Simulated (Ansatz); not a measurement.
**Phonons of TiTc (Pm-3m) against volume**

Wanted: mode Grüneisen parameters of TiTc (Pm-3m).

Program: Ansatz 0.2.0. Level of theory: DFT PBEsol, scalar-relativistic, plane waves, PAW; PAW set ansatz+soft_1. Results are calculated unless marked as measured.

Most raw output is cut from this account.

## 1. Starting point

Symmetry: Pm-3m, No. 221, cubic system. The conventional cell has a = 3.068 Å, b = 3.068 Å, c = 3.068 Å, α = 90.00°, β = 90.00°, γ = 90.00°. Ti has 8 Tc at 2.66 Å nearest. Tc has 8 Ti at 2.66 Å nearest. Farther neighbours are not listed.

## 2. Phonons on a q mesh

The cell comes from relaxations at this level that are not shown. Stability and thermal properties need the whole zone. Linear response on a 4×4×4 q mesh gives force constants as far as a supercell of that size would.

Contents of input.yaml:

```yaml
crystal:
  lattice:
    - [3.0679990426, 0.0, 0.0]
    - [0.0, 3.0679990426, 0.0]
    - [0.0, 0.0, 3.0679990426]
  atoms:
    - { symbol: Ti, position: [0.5, 0.5, 0.5] }
    - { symbol: Tc, position: [0.0, 0.0, 0.0] }
kpoints:
  mp_grid: { grid: [16, 16, 16] }
hamiltonian:
  xc: pbesol
  pseudopotentials: { kind: paw, azcp: { Ti: "soft_1/Ti.paw.azcp" }, xc_functional: pbe }
scf:
  occupations: { method: methfessel_paxton, width: 0.2 }
output:
  eigenvalues: true
phonons:
  method: dfpt
  qmesh: [4, 4, 4]
  temperatures: { t_max: 1000, t_step: 50 }
  qpath:
    path:
      - [[0.0, 0.0, 0.0], [0.0, 0.5, 0.0], [0.5, 0.5, 0.0], [0.0, 0.0, 0.0], [0.5, 0.5, 0.5], [0.0, 0.5, 0.0]]
      - [[0.5, 0.5, 0.5], [0.5, 0.5, 0.0]]
    npoints: 10
```

The run is started by

```sh
ansatz run input.yaml --threads 4 --pin off --max-ram 10240MiB --backend cpu --events-out ev --progress --plain --runs-dir out
```

Wall time 17 min (4 threads of Arm Neoverse N1, shared host); peak memory 3.7 GiB.

Numbers from this step:

| Quantity | Value |
| --- | --- |
| volume per atom | 14.44 Å³ |
| gap on the k-mesh | 0 eV |
| sum-rule residual before enforcement | 3.84e-6 eV/Å² |
| lowest frequency on the path | 0 cm⁻¹ |
| point group | m-3m |
| highest frequency on the path or at a solved wavevector | 324.0 cm⁻¹ |
| mean frequency | 207.8 cm⁻¹ |
| Debye temperature (second moment) | 402 K |
| logarithmic mean frequency | 197.4 cm⁻¹ |
| highest optical mode at the zone centre (no LO-TO term) | 274.8 cm⁻¹ |
| lowest optical zone-centre mode | 274.8 cm⁻¹ |
| lowest mode on the q mesh (acoustic modes at Γ apart) | 69.09 cm⁻¹ |
| zero-point energy per atom | 38.65 meV |
| heat capacity at 300 K | 22.85 J/(mol atoms K) |
| vibrational entropy at 300 K | 27.39 J/(mol atoms K) |

Frequencies (cm⁻¹) solved at each irreducible wavevector; negative means imaginary. Frequencies by wavevector, by row:

```tsv
q in reciprocal lattice units	star	mode 1	mode 2	mode 3	mode 4	mode 5	mode 6
0 0 0	1	0	0	0	274.8	274.8	274.8
0 0 0.25	6	69.1	69.1	162.6	228	228	288.7
0 0 -0.5	3	137.2	137.2	157.9	157.9	223.5	324
0 0.25 0.25	12	110.1	134.5	184.7	224.8	258.9	285.1
0 0.25 -0.5	12	163.2	170.2	189.1	189.7	260.8	312.7
0 -0.5 -0.5	3	181.6	181.6	196.5	212.7	288.5	288.5
0.25 0.25 0.25	8	145.6	145.6	183	255.9	255.9	262.7
0.25 0.25 -0.5	12	172	172.6	188	228.9	262.6	294
0.25 -0.5 -0.5	6	183.3	183.3	184.3	238.5	282.2	282.2
-0.5 -0.5 -0.5	1	172.8	172.8	172.8	283.5	283.5	283.5
```

Symmetry leaves 10 wavevectors to solve. The lowest mode among them, the acoustic zeros apart, lies at q = (0, 0, 0.25) and is real, 69.1 cm⁻¹.

## 3. Relaxing at another volume, volume ratio 0.97

The volume is scaled by 0.97 and held; symmetry leaves nothing to relax, so this is a single point. The modes can then be followed against volume.

input.yaml, the sections that differ from step 2:

```yaml
crystal:
  lattice:
    - [3.0370070343, 0.0, 0.0]
    - [0.0, 3.0370070343, 0.0]
    - [0.0, 0.0, 3.0370070343]
  atoms:
    - { symbol: Ti, position: [0.5, 0.5, 0.5] }
    - { symbol: Tc, position: [0.0, 0.0, 0.0] }
output:
  forces: true
  stress: true
  eigenvalues: true
# kpoints, hamiltonian, scf: as in step 2
# phonons: removed
```

It took 2.3 s on 4 threads; peak memory 0.39 GiB; 8.3 s of CPU time.

This step gave:

```
pressure        : 7.163 GPa
volume per atom : 14.01 Å³
```

The run ends at a pressure of 7.16 GPa.

## 4. Phonons at the other volume, volume ratio 0.97

The phonons are repeated at this volume on the same k and q meshes.

Edit input.yaml of step 3 so:

```diff
@@ -16,4 +16,11 @@
 output:
-  forces: true
-  stress: true
   eigenvalues: true
+phonons:
+  method: dfpt
+  qmesh: [4, 4, 4]
+  temperatures: { t_max: 1000, t_step: 50 }
+  qpath:
+    path:
+      - [[0.0, 0.0, 0.0], [0.0, 0.5, 0.0], [0.5, 0.5, 0.0], [0.0, 0.0, 0.0], [0.5, 0.5, 0.5], [0.0, 0.5, 0.0]]
+      - [[0.5, 0.5, 0.5], [0.5, 0.5, 0.0]]
+    npoints: 10
```

The job ended after 17 min (4 threads; peak memory 3.6 GiB).

Numbers from this step:

```yaml
sum_rule_residual_before_enforcement: 2.78e-5 eV/Å²
highest_frequency_on_the_path_or_at_a_solved_wavevector: 340.5 cm⁻¹
mean_frequency: 218.6 cm⁻¹
debye_temperature_second_moment: 423 K
logarithmic_mean_frequency: 207.4 cm⁻¹
highest_optical_mode_at_the_zone_centre_no_lo_to_term: 289.2 cm⁻¹
lowest_optical_zone_centre_mode: 289.2 cm⁻¹
lowest_mode_on_the_q_mesh_acoustic_modes_at_gamma_apart: 73.17 cm⁻¹
zero_point_energy_per_atom: 40.64 meV
heat_capacity_at_300_k: 22.64 J/(mol atoms K)
vibrational_entropy_at_300_k: 26.27 J/(mol atoms K)
```

Frequencies (cm⁻¹) solved at each irreducible wavevector; negative means imaginary. Frequencies by wavevector, by row:

```tsv
q in reciprocal lattice units	star	mode 1	mode 2	mode 3	mode 4	mode 5	mode 6
0 0 0	1	0	0	0	289.2	289.2	289.2
0 0 0.25	6	73.2	73.2	170.8	239.1	239.1	304
0 0 -0.5	3	142.8	142.8	168.2	168.2	235.4	340.5
0 0.25 0.25	12	115.1	139.6	194.4	236.2	271.1	301.8
0 0.25 -0.5	12	168.8	178.2	196.9	199.8	276.7	329.5
0 -0.5 -0.5	3	189.1	189.1	202.6	223.4	307.4	307.4
0.25 0.25 0.25	8	152.1	152.1	191.3	270.4	270.4	276.9
0.25 0.25 -0.5	12	179.4	181.8	196.3	240.9	278.3	310.3
0.25 -0.5 -0.5	6	193	193	193.9	251.3	298.5	298.5
-0.5 -0.5 -0.5	1	183.9	183.9	183.9	297.3	297.3	297.3
```

The highest optical mode at the zone centre (no LO-TO term) is 289.2 cm⁻¹, +14.4 cm⁻¹ against the base run.

## 5. Relaxing at another volume, volume ratio 1.03

The volume is scaled by 1.03 and held; symmetry leaves nothing to relax, so this is a single point. The modes can then be followed against volume.

input.yaml, the sections that differ from step 4:

```yaml
crystal:
  lattice:
    - [3.0983772463, 0.0, 0.0]
    - [0.0, 3.0983772463, 0.0]
    - [0.0, 0.0, 3.0983772463]
  atoms:
    - { symbol: Ti, position: [0.5, 0.5, 0.5] }
    - { symbol: Tc, position: [0.0, 0.0, 0.0] }
output:
  forces: true
  stress: true
  eigenvalues: true
# kpoints, hamiltonian, scf: as in step 4
# phonons: removed
```

It took 3.1 s on 4 threads; peak memory 0.39 GiB; 11 s of CPU time.

This step gave:

- pressure: -6.145 GPa
- volume per atom: 14.87 Å³

The run ends at a pressure of -6.15 GPa.

## 6. Phonons at the other volume, volume ratio 1.03

Edit input.yaml of step 5 so:

```diff
@@ -16,4 +16,11 @@
 output:
-  forces: true
-  stress: true
   eigenvalues: true
+phonons:
+  method: dfpt
+  qmesh: [4, 4, 4]
+  temperatures: { t_max: 1000, t_step: 50 }
+  qpath:
+    path:
+      - [[0.0, 0.0, 0.0], [0.0, 0.5, 0.0], [0.5, 0.5, 0.0], [0.0, 0.0, 0.0], [0.5, 0.5, 0.5], [0.0, 0.5, 0.0]]
+      - [[0.5, 0.5, 0.5], [0.5, 0.5, 0.0]]
+    npoints: 10
```

Run time: 18 min. Hardware: 4 threads; peak memory 3.7 GiB.

This step gave:

```yaml
sum_rule_residual_before_enforcement: 5.26e-5 eV/Å²
highest_frequency_on_the_path_or_at_a_solved_wavevector: 308.1 cm⁻¹
mean_frequency: 197.4 cm⁻¹
debye_temperature_second_moment: 381 K
logarithmic_mean_frequency: 187.7 cm⁻¹
highest_optical_mode_at_the_zone_centre_no_lo_to_term: 260.7 cm⁻¹
lowest_optical_zone_centre_mode: 260.7 cm⁻¹
lowest_mode_on_the_q_mesh_acoustic_modes_at_gamma_apart: 65.11 cm⁻¹
zero_point_energy_per_atom: 36.71 meV
heat_capacity_at_300_k: 23.04 J/(mol atoms K)
vibrational_entropy_at_300_k: 28.54 J/(mol atoms K)
```

The highest optical mode at the zone centre (no LO-TO term) is 260.7 cm⁻¹, -14.1 cm⁻¹ against the base run.

## 7. Grüneisen parameters

The Grüneisen parameter of a mode is minus the logarithmic change of its frequency with volume, −d ln ω / d ln V; weighted by heat capacity it gives the expansion.

Numbers from this step:

* bulk modulus: 221.7 GPa

The phonon branches at the labelled points (cm⁻¹):

```tsv
point	branch 1	branch 2	branch 3	branch 4	branch 5	branch 6
Γ	0	0	0	275	275	275
halfway	69	69	163	228	228	289
X	137	137	158	158	224	324
halfway	163	170	189	190	261	313
M	182	182	196	213	288	288
halfway	110	134	185	225	259	285
Γ	0	0	0	275	275	275
halfway	146	146	183	256	256	263
R	173	173	173	284	284	284
halfway	172	173	188	229	262	294
X	137	137	158	158	224	324
jump to R	173	173	173	284	284	284
halfway	183	183	184	238	282	282
M	182	182	196	213	288	288
```

The same for volume x 0.97:

```tsv
point	branch 1	branch 2	branch 3	branch 4	branch 5	branch 6
Γ	0	0	0	289	289	289
X	143	143	168	168	235	340
M	189	189	203	223	307	307
Γ	0	0	0	289	289	289
R	184	184	184	297	297	297
X	143	143	168	168	235	340
R	184	184	184	297	297	297
M	189	189	203	223	307	307
```

The same for volume x 1.03:

```tsv
point	branch 1	branch 2	branch 3	branch 4	branch 5	branch 6
Γ	0	0	0	261	261	261
X	132	132	148	148	212	308
M	174	174	190	202	270	270
Γ	0	0	0	261	261	261
R	162	162	162	270	270	270
X	132	132	148	148	212	308
R	162	162	162	270	270	270
M	174	174	190	202	270	270
```

Mode Grueneisen parameter -dln(w)/dln(V), modes matched by rank; at Γ the acoustic branches take the value of a neighbouring point of the path. Mode grüneisen parameters along the path, in :

```tsv
point	branch 1	branch 2	branch 3	branch 4	branch 5	branch 6
Γ	1.66	1.66	1.48	1.73	1.73	1.73
halfway	1.95	1.95	1.63	1.62	1.62	1.74
X	1.36	1.36	2.13	2.13	1.73	1.67
halfway	1.15	1.55	1.51	1.59	2.01	1.76
M	1.38	1.38	1.04	1.65	2.14	2.14
halfway	1.51	1.24	1.73	1.68	1.56	1.93
Γ	1.77	1.06	1.74	1.73	1.73	1.73
halfway	1.45	1.45	1.50	1.88	1.88	1.76
R	2.09	2.09	2.09	1.59	1.59	1.59
halfway	1.56	1.65	1.46	1.72	1.97	1.81
X	1.36	1.36	2.13	2.13	1.73	1.67
jump to R	2.09	2.09	2.09	1.59	1.59	1.59
halfway	1.74	1.74	1.72	1.78	1.90	1.90
M	1.38	1.38	1.04	1.65	2.14	2.14
```

(dS/dlnV)/C_V. The thermodynamic Grueneisen parameter by temperature:

```tsv
temperature (K)	thermodynamic Grueneisen parameter
50	1.57
100	1.62
150	1.64
200	1.65
250	1.65
300	1.66
350	1.66
400	1.66
450	1.66
500	1.66
550	1.66
600	1.66
650	1.66
700	1.66
750	1.66
800	1.66
850	1.66
900	1.66
950	1.66
1000	1.66
```

Gamma C_V/(B V) at the static volume. Table of volume expansion by temperature:

```tsv
temperature (K)	volume expansion (1e-6/K)
50	2.96
100	10.7
150	15.3
200	17.6
250	18.9
300	19.6
350	20.1
400	20.4
450	20.6
500	20.8
550	20.9
600	21
650	21.1
700	21.1
750	21.2
800	21.2
850	21.2
900	21.3
950	21.3
1000	21.3
```

## 8. What came out

| Quantity | Value |
| --- | --- |
| bulk modulus | 222 GPa |
| thermodynamic Grüneisen parameter at 300 K | 1.656 |
| volume expansion at 300 K, estimated | 19.63 × 10⁻⁶ K⁻¹ |

In words: By this estimate the volume grows by 19.6 × 10⁻⁶ per kelvin at 300 K. The highest optical mode at Γ goes from 289 to 261 cm⁻¹ as the cell grows, a Grüneisen parameter of 1.73. Mode parameters on the path run from 1.0 to 2.1, with a median of 1.7. Branches are matched by rank, so values near crossings are rough. The expansion is the Grüneisen estimate at the static volume, with the static bulk modulus. With no gap, or one that is small against the smearing, the frequencies hang on the k mesh and the smearing, most of all near Kohn anomalies. The phonon runs are without spin polarisation, although the cell has an odd electron count. The PAW files were made for PBE and serve the other functionals too.

[Logs are printed without paths, hosts, clocks, repeated set-up lines and the standing remarks that a program may print on its own settings, such as how far it seeks lower states.]

[Hosts, paths, dates, database ids (printed as entryN), source tags and the programs' standing remarks are cut or masked in the printed files.]
